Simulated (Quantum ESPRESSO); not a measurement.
# Magnetic state of Mn3Si from several starts

Does Mn3Si prefer parallel or opposed moments, or none?

Program: Quantum ESPRESSO 7.5. Level of theory: PBEsol; plane waves with GBRV 1.5 PBEsol potentials, no spin-orbit coupling. Results are calculated unless marked as measured.

**1. The structure**

The structure is cubic, space group Fm-3m (No. 225). Conventional cell: a = 5.722 Å, b = 5.722 Å, c = 5.722 Å, α = 90.00°, β = 90.00°, γ = 90.00°. Nearest to Mn lie 8 Mn at 2.48 Å and 6 Si at 2.86 Å. Nearest to Mn lie 4 Si at 2.48 Å and 4 Mn at 2.48 Å. Nearest to Si lie 14 Mn at 2.48 to 2.86 Å. Farther neighbours are not listed.

The cell comes from the Crystallography Open Database.

**2. Run 1, typed as ferro +++**

The signs are those of the starting moments on the seeded atoms, the atoms that are given a moment.

File pw.in:

```
&CONTROL
  calculation = 'scf'
  prefix = 'pwscf'
  outdir = './tmp'
  pseudo_dir = './pseudo'
  disk_io = 'nowf'
/
&SYSTEM
  ibrav = 0
  nat = 4
  ntyp = 2
  ecutwfc = 40
  ecutrho = 280
  nbnd = 39
  occupations = 'smearing'
  smearing = 'fd'
  degauss = 0.00734986
  nspin = 2
  starting_magnetization(1) = 0.2333
  starting_magnetization(2) = 0
/
&ELECTRONS
  conv_thr = 8d-09
  electron_maxstep = 150
  mixing_beta = 0.3
/
ATOMIC_SPECIES
Mn     54.9380 mn_pbesol_v1.5.uspp.F.UPF
Si     28.0850 si_pbesol_v1.uspp.F.UPF
CELL_PARAMETERS angstrom
   0.0000000000    2.8610000000    2.8610000000
   2.8610000000    0.0000000000    2.8610000000
   2.8610000000    2.8610000000    0.0000000000
ATOMIC_POSITIONS crystal
Mn      0.5000000000    0.5000000000    0.5000000000
Mn      0.2500000000    0.2500000000    0.2500000000
Mn      0.7500000000    0.7500000000    0.7500000000
Si      0.0000000000    0.0000000000    0.0000000000
K_POINTS automatic
8 8 8 0 0 0
```

Command:

```bash
$ OMP_NUM_THREADS=1 mpirun -n 4 pw.x -nk 4 -in pw.in > pw.out
```

Output:

```text
Program PWSCF v.7.5 starts

     Message from routine setup:
     using ibrav=0 with symmetry is DISCOURAGED, use correct ibrav instead

     K-points division:     npool     =       4
     Subspace diagonalization in iterative solution of the eigenvalue problem:

     G-vector sticks info
     --------------------
     sticks:   dense  smooth     PW     G-vecs:    dense   smooth      PW
     Sum        1135     649    199                25101    10849    1893

     Using Slab Decomposition

     bravais-lattice index     =            0
     lattice parameter (alat)  =       7.6460  a.u.
     unit-cell volume          =     316.0677 (a.u.)^3
     number of atoms/cell      =            4
     number of atomic types    =            2
     number of electrons       =        49.00
     number of Kohn-Sham states=           39
     kinetic-energy cutoff     =      40.0000  Ry
     charge density cutoff     =     280.0000  Ry
     scf convergence threshold =      8.0E-09
     mixing beta               =       0.3000
     number of iterations used =            8  plain     mixing
     Exchange-correlation= SLA  PW   PSX  PSC
                           (   1   4  10   8   0   0   0)

     celldm(1)=   7.645955  celldm(2)=   0.000000  celldm(3)=   0.000000
     celldm(4)=   0.000000  celldm(5)=   0.000000  celldm(6)=   0.000000

     crystal axes: (cart. coord. in units of alat)
               a(1) = (   0.000000   0.707107   0.707107 )
               a(2) = (   0.707107   0.000000   0.707107 )
               a(3) = (   0.707107   0.707107   0.000000 )

     reciprocal axes: (cart. coord. in units 2 pi/alat)
               b(1) = ( -0.707107  0.707107  0.707107 )
               b(2) = (  0.707107 -0.707107  0.707107 )
               b(3) = (  0.707107  0.707107 -0.707107 )

     PseudoPot. # 1 for Mn read from file:
     mn_pbesol_v1.5.uspp.F.UPF
     Pseudo is Ultrasoft + core correction, Zval = 15.0
     Generated by new atomic code, or converted to UPF format
     Using radial grid of  859 points,  6 beta functions with:
                l(1) =   0
                l(2) =   0
                l(3) =   1
                l(4) =   1
                l(5) =   2
                l(6) =   2
     Q(r) pseudized with  8 coefficients,  rinner =    0.950   0.950   0.950
                                                       0.950   0.950

     PseudoPot. # 2 for Si read from file:
     si_pbesol_v1.uspp.F.UPF
     Pseudo is Ultrasoft + core correction, Zval =  4.0
     Generated by new atomic code, or converted to UPF format
     Using radial grid of  899 points,  6 beta functions with:
                l(1) =   0
                l(2) =   0
                l(3) =   1
                l(4) =   1
                l(5) =   2
                l(6) =   2
     Q(r) pseudized with  8 coefficients,  rinner =    0.900   0.900   0.900
                                                       0.900   0.900

     atomic species   valence    mass     pseudopotential
     Mn               15.00    54.93800     Mn( 1.00)
     Si                4.00    28.08500     Si( 1.00)

     Starting magnetic structure
     atomic species   magnetization
     Mn              0.233
     Si              0.000

     48 Sym. Ops., with inversion, found

   Cartesian axes

     site n.     atom                  positions (alat units)
         1        Mn     tau(   1) = (   0.7071068   0.7071068   0.7071068  )
         2        Mn     tau(   2) = (   0.3535534   0.3535534   0.3535534  )
         3        Mn     tau(   3) = (   1.0606602   1.0606602   1.0606602  )
         4        Si     tau(   4) = (   0.0000000   0.0000000   0.0000000  )

     number of k points=    29  Fermi-Dirac smearing, width (Ry)=  0.0073
                       cart. coord. in units 2pi/alat
        k(    1) = (   0.0000000   0.0000000   0.0000000), wk =   0.0019531
        k(    2) = (   0.0883883   0.0883883  -0.0883883), wk =   0.0156250
        k(    3) = (   0.1767767   0.1767767  -0.1767767), wk =   0.0156250
        k(    4) = (   0.2651650   0.2651650  -0.2651650), wk =   0.0156250
        k(    5) = (  -0.3535534  -0.3535534   0.3535534), wk =   0.0078125
        [... 24 further k-points ...]

     Dense  grid:    25101 G-vectors     FFT dimensions: (  45,  45,  45)

     Smooth grid:    10849 G-vectors     FFT dimensions: (  32,  32,  32)

     Check: negative core charge=   -0.000060
     Generating pointlists ...
     new r_m :   0.2526 (alat units)  1.9314 (a.u.) for type    1
     new r_m :   0.2526 (alat units)  1.9314 (a.u.) for type    2

     Initial potential from superposition of free atoms

     starting charge      47.4991, renormalised to      49.0000
     Starting wfcs are   43 randomized atomic wfcs

     Self-consistent Calculation

     iteration #  1     ecut=    40.00 Ry     beta= 0.30
     Davidson diagonalization with overlap
     ethr =  1.00E-02,  avg # of iterations =  4.7

     total energy              =    -641.64467713 Ry
     estimated scf accuracy    <       5.02399894 Ry

     total magnetization       =     4.47 Bohr mag/cell
     absolute magnetization    =     4.68 Bohr mag/cell

     iteration #  2     ecut=    40.00 Ry     beta= 0.30
     Davidson diagonalization with overlap
     ethr =  1.00E-02,  avg # of iterations =  2.1

     total energy              =    -642.51139354 Ry
     estimated scf accuracy    <       1.33948274 Ry

     total magnetization       =     6.71 Bohr mag/cell
     absolute magnetization    =     7.02 Bohr mag/cell

     iteration #  3     ecut=    40.00 Ry     beta= 0.30
     Davidson diagonalization with overlap
     ethr =  2.73E-03,  avg # of iterations =  1.5

     total energy              =    -642.59496034 Ry
     estimated scf accuracy    <       4.14488492 Ry

     total magnetization       =     6.63 Bohr mag/cell
     absolute magnetization    =     6.74 Bohr mag/cell

     [... further iterations left out ...]

     iteration # 74     ecut=    40.00 Ry     beta= 0.30
     Davidson diagonalization with overlap
     ethr =  8.72E-09,  avg # of iterations =  3.4

     total energy              =    -642.89510259 Ry
     estimated scf accuracy    <       0.00000621 Ry

     total magnetization       =     1.04 Bohr mag/cell
     absolute magnetization    =     4.43 Bohr mag/cell

     iteration # 75     ecut=    40.00 Ry     beta= 0.30
     Davidson diagonalization with overlap
     ethr =  8.72E-09,  avg # of iterations =  2.0

     total energy              =    -642.89510890 Ry
     estimated scf accuracy    <       0.00000014 Ry

     total magnetization       =     1.04 Bohr mag/cell
     absolute magnetization    =     4.46 Bohr mag/cell

     iteration # 76     ecut=    40.00 Ry     beta= 0.30
     Davidson diagonalization with overlap
     ethr =  2.92E-10,  avg # of iterations =  2.6

     total energy              =    -642.89510913 Ry
     estimated scf accuracy    <       0.00000002 Ry

     total magnetization       =     1.04 Bohr mag/cell
     absolute magnetization    =     4.46 Bohr mag/cell

     iteration # 77     ecut=    40.00 Ry     beta= 0.30
     Davidson diagonalization with overlap
     ethr =  3.78E-11,  avg # of iterations =  1.9

     Magnetic moment per site  (integrated on atomic sphere of radius R)
     atom   1 (R=0.253)  charge= 13.3156  magn=  2.5606
     atom   2 (R=0.253)  charge= 13.3901  magn= -0.8042
     atom   3 (R=0.253)  charge= 13.3901  magn= -0.8042
     atom   4 (R=0.253)  charge=  2.1290  magn=  0.0399

     End of self-consistent calculation

     [... lines left out ...]
     the Fermi energy is    17.0116 ev

!    total energy              =    -642.89510914 Ry
     estimated scf accuracy    <          4.0E-09 Ry
     smearing contrib. (-TS)   =      -0.00752874 Ry
     internal energy E=F+TS    =    -642.88758040 Ry

     The total energy is F=E-TS. E is the sum of the following terms:
     one-electron contribution =    -302.88741653 Ry
     hartree contribution      =     178.29858345 Ry
     xc contribution           =     -83.31411414 Ry
     ewald contribution        =    -434.98463318 Ry

     total magnetization       =     1.04 Bohr mag/cell
     absolute magnetization    =     4.46 Bohr mag/cell

     convergence has been achieved in  77 iterations

=------------------------------------------------------------------------------=
   JOB DONE.
=------------------------------------------------------------------------------=
```

Run time: 87 s. Hardware: 4 MPI ranks of Arm Neoverse V2, shared host; peak memory 0.38 GiB.

Spin moment in the atom's sphere by atom:

```tsv
atom	spin moment in the atom's sphere (μB)
Mn1	2.56
Mn2	-0.80
Mn3	-0.80
Si4	0.04
```

This step gave:

```
smearing term TS       : 0.1024 eV
magnetization          : 1.039 μB
absolute magnetization : 4.462 μB
final state            : ferrimagnetic
```

The typed signs were not kept.

**3. Run 2, typed as ferri +−−**

File pw.in:

```
&CONTROL
  calculation = 'scf'
  prefix = 'pwscf'
  outdir = './tmp'
  pseudo_dir = './pseudo'
  disk_io = 'nowf'
/
&SYSTEM
  ibrav = 0
  nat = 4
  ntyp = 3
  ecutwfc = 40
  ecutrho = 280
  nbnd = 35
  occupations = 'smearing'
  smearing = 'fd'
  degauss = 0.00734986
  nspin = 2
  starting_magnetization(1) = 0.2333
  starting_magnetization(2) = -0.2333
  starting_magnetization(3) = 0
/
&ELECTRONS
  conv_thr = 8d-09
  electron_maxstep = 150
  mixing_beta = 0.3
/
ATOMIC_SPECIES
Mn1    54.9380 mn_pbesol_v1.5.uspp.F.UPF
Mn2    54.9380 mn_pbesol_v1.5.uspp.F.UPF
Si     28.0850 si_pbesol_v1.uspp.F.UPF
CELL_PARAMETERS angstrom
   0.0000000000    2.8610000000    2.8610000000
   2.8610000000    0.0000000000    2.8610000000
   2.8610000000    2.8610000000    0.0000000000
ATOMIC_POSITIONS crystal
Mn1     0.5000000000    0.5000000000    0.5000000000
Mn2     0.2500000000    0.2500000000    0.2500000000
Mn2     0.7500000000    0.7500000000    0.7500000000
Si      0.0000000000    0.0000000000    0.0000000000
K_POINTS automatic
8 8 8 0 0 0
```

Output:

```text
[banner, memory and clock lines left out]
Program PWSCF v.7.5 starts

     Message from routine setup:
     using ibrav=0 with symmetry is DISCOURAGED, use correct ibrav instead

     bravais-lattice index     =            0
     lattice parameter (alat)  =       7.6460  a.u.
     unit-cell volume          =     316.0677 (a.u.)^3
     number of atoms/cell      =            4
     number of atomic types    =            3
     number of electrons       =        49.00
     number of Kohn-Sham states=           35
     kinetic-energy cutoff     =      40.0000  Ry
     charge density cutoff     =     280.0000  Ry
     scf convergence threshold =      8.0E-09
     mixing beta               =       0.3000
     number of iterations used =            8  plain     mixing
     Exchange-correlation= SLA  PW   PSX  PSC
                           (   1   4  10   8   0   0   0)

     celldm(1)=   7.645955  celldm(2)=   0.000000  celldm(3)=   0.000000
     celldm(4)=   0.000000  celldm(5)=   0.000000  celldm(6)=   0.000000

     crystal axes: (cart. coord. in units of alat)
               a(1) = (   0.000000   0.707107   0.707107 )
               a(2) = (   0.707107   0.000000   0.707107 )
               a(3) = (   0.707107   0.707107   0.000000 )

     reciprocal axes: (cart. coord. in units 2 pi/alat)
               b(1) = ( -0.707107  0.707107  0.707107 )
               b(2) = (  0.707107 -0.707107  0.707107 )
               b(3) = (  0.707107  0.707107 -0.707107 )

     PseudoPot. # 1 for Mn read from file:
     mn_pbesol_v1.5.uspp.F.UPF
     Pseudo is Ultrasoft + core correction, Zval = 15.0

     PseudoPot. # 2 for Mn read from file:
     mn_pbesol_v1.5.uspp.F.UPF
     Pseudo is Ultrasoft + core correction, Zval = 15.0

     PseudoPot. # 3 for Si read from file:
     si_pbesol_v1.uspp.F.UPF
     Pseudo is Ultrasoft + core correction, Zval =  4.0

     atomic species   valence    mass     pseudopotential
     Mn1              15.00    54.93800     Mn( 1.00)
     Mn2              15.00    54.93800     Mn( 1.00)
     Si                4.00    28.08500     Si( 1.00)

     Starting magnetic structure
     atomic species   magnetization
     Mn1             0.233
     Mn2            -0.233
     Si              0.000

     48 Sym. Ops., with inversion, found

   Cartesian axes

     site n.     atom                  positions (alat units)
         1        Mn1    tau(   1) = (   0.7071068   0.7071068   0.7071068  )
         2        Mn2    tau(   2) = (   0.3535534   0.3535534   0.3535534  )
         3        Mn2    tau(   3) = (   1.0606602   1.0606602   1.0606602  )
         4        Si     tau(   4) = (   0.0000000   0.0000000   0.0000000  )

     number of k points=    29  Fermi-Dirac smearing, width (Ry)=  0.0073
                       cart. coord. in units 2pi/alat
        k(    1) = (   0.0000000   0.0000000   0.0000000), wk =   0.0019531
        k(    2) = (   0.0883883   0.0883883  -0.0883883), wk =   0.0156250
        k(    3) = (   0.1767767   0.1767767  -0.1767767), wk =   0.0156250
        k(    4) = (   0.2651650   0.2651650  -0.2651650), wk =   0.0156250
        k(    5) = (  -0.3535534  -0.3535534   0.3535534), wk =   0.0078125
        [... 24 further k-points ...]

     Dense  grid:    25101 G-vectors     FFT dimensions: (  45,  45,  45)

     Smooth grid:    10849 G-vectors     FFT dimensions: (  32,  32,  32)

     Check: negative core charge=   -0.000060
     Generating pointlists ...
     new r_m :   0.2526 (alat units)  1.9314 (a.u.) for type    1
     new r_m :   0.2526 (alat units)  1.9314 (a.u.) for type    2
     new r_m :   0.2526 (alat units)  1.9314 (a.u.) for type    3

     Initial potential from superposition of free atoms

     starting charge      47.4991, renormalised to      49.0000
     Starting wfcs are   43 randomized atomic wfcs

     Self-consistent Calculation

     iteration #  1     ecut=    40.00 Ry     beta= 0.30
     Davidson diagonalization with overlap
     ethr =  1.00E-02,  avg # of iterations =  3.2

     total energy              =    -641.83486770 Ry
     estimated scf accuracy    <       4.62715288 Ry

     total magnetization       =     0.09 Bohr mag/cell
     absolute magnetization    =     5.55 Bohr mag/cell

     iteration #  2     ecut=    40.00 Ry     beta= 0.30
     Davidson diagonalization with overlap
     ethr =  9.44E-03,  avg # of iterations =  2.1

     total energy              =    -642.79127354 Ry
     estimated scf accuracy    <       0.30401751 Ry

     total magnetization       =    -1.20 Bohr mag/cell
     absolute magnetization    =     7.68 Bohr mag/cell

     [... further iterations left out ...]

     iteration # 16     ecut=    40.00 Ry     beta= 0.30
     Davidson diagonalization with overlap
     ethr =  6.35E-09,  avg # of iterations =  2.7

     total energy              =    -642.89510909 Ry
     estimated scf accuracy    <       0.00000005 Ry

     total magnetization       =     1.04 Bohr mag/cell
     absolute magnetization    =     4.46 Bohr mag/cell

     iteration # 17     ecut=    40.00 Ry     beta= 0.30
     Davidson diagonalization with overlap
     ethr =  9.26E-11,  avg # of iterations =  4.5

     Magnetic moment per site  (integrated on atomic sphere of radius R)
     atom   1 (R=0.253)  charge= 13.3155  magn=  2.5607
     atom   2 (R=0.253)  charge= 13.3901  magn= -0.8043
     atom   3 (R=0.253)  charge= 13.3901  magn= -0.8043
     atom   4 (R=0.253)  charge=  2.1290  magn=  0.0400

     End of self-consistent calculation

     [... lines left out ...]
     the Fermi energy is    17.0117 ev

!    total energy              =    -642.89510914 Ry
     estimated scf accuracy    <          3.3E-09 Ry
     smearing contrib. (-TS)   =      -0.00752774 Ry
     internal energy E=F+TS    =    -642.88758140 Ry

     The total energy is F=E-TS. E is the sum of the following terms:
     one-electron contribution =    -302.88703088 Ry
     hartree contribution      =     178.29816170 Ry
     xc contribution           =     -83.31407903 Ry
     ewald contribution        =    -434.98463318 Ry

     total magnetization       =     1.04 Bohr mag/cell
     absolute magnetization    =     4.46 Bohr mag/cell

     convergence has been achieved in  17 iterations
```

It took 18 s on 4 MPI ranks; peak memory 0.38 GiB.

Spin moment in the atom's sphere by atom:

```tsv
atom	spin moment in the atom's sphere (μB)
Mn1	2.56
Mn2	-0.80
Mn3	-0.80
Si4	0.04
```

Read from the output:

| Quantity | Value |
| --- | --- |
| smearing term TS | 0.1024 eV |
| magnetization | 1.039 μB |
| absolute magnetization | 4.462 μB |
| final state | ferrimagnetic |

**4. Start 3: ferri ++−**

pw.in: that of step 3 with these lines changed.

```diff
@@ -37,3 +37,3 @@
 Mn1     0.5000000000    0.5000000000    0.5000000000
-Mn2     0.2500000000    0.2500000000    0.2500000000
+Mn1     0.2500000000    0.2500000000    0.2500000000
 Mn2     0.7500000000    0.7500000000    0.7500000000
```

Output:

```text
     [... lines left out ...]
Program PWSCF v.7.5 starts
     [... lines left out ...]
     number of atoms/cell      =            4
     [... lines left out ...]
     number of electrons       =        49.00
     number of Kohn-Sham states=           35
     kinetic-energy cutoff     =      40.0000  Ry
     charge density cutoff     =     280.0000  Ry
     scf convergence threshold =      8.0E-09
     [... lines left out ...]
     24 Sym. Ops. (no inversion) found
     [... lines left out ...]
     number of k points=    29  Fermi-Dirac smearing, width (Ry)=  0.0073
     [... lines left out ...]
     iteration # 26     ecut=    40.00 Ry     beta= 0.30
     [... lines left out ...]
     Magnetic moment per site  (integrated on atomic sphere of radius R)
     atom   1 (R=0.253)  charge= 13.3155  magn=  2.5606
     atom   2 (R=0.253)  charge= 13.3901  magn= -0.8041
     atom   3 (R=0.253)  charge= 13.3900  magn= -0.8043
     atom   4 (R=0.253)  charge=  2.1290  magn=  0.0400
     [... lines left out ...]
     the Fermi energy is    17.0116 ev
!    total energy              =    -642.89510914 Ry
     estimated scf accuracy    <          3.6E-09 Ry
     smearing contrib. (-TS)   =      -0.00752794 Ry
     [... lines left out ...]
     total magnetization       =     1.04 Bohr mag/cell
     absolute magnetization    =     4.46 Bohr mag/cell
     convergence has been achieved in  26 iterations
```

The job ended after 24 s (4 MPI ranks; peak memory 0.39 GiB; 96 s of CPU time).

Spin moment in the atom's sphere by atom:

```tsv
atom	spin moment in the atom's sphere (μB)
Mn1	2.56
Mn2	-0.80
Mn3	-0.80
Si4	0.04
```

Numbers from this step:

- smearing term TS: 0.1024 eV
- magnetization: 1.039 μB
- absolute magnetization: 4.462 μB
- final state: ferrimagnetic

The typed signs were not kept.

(Part 1 of 2 ends here.)

[Logs and program files are shortened in this print: banners, set-up blocks, solver, clock and traceback lines can be left out without a mark of their own.]

[Logs are printed without paths, hosts, clocks, repeated set-up lines and the standing remarks that a program may print on its own settings, such as how far it seeks lower states.]

[Hosts, paths, dates, database ids (printed as entryN), source tags and the programs' standing remarks are cut or masked in the printed files.]

[Where a cell is said to come from a database of computed structures, the database is the Materials Project.]
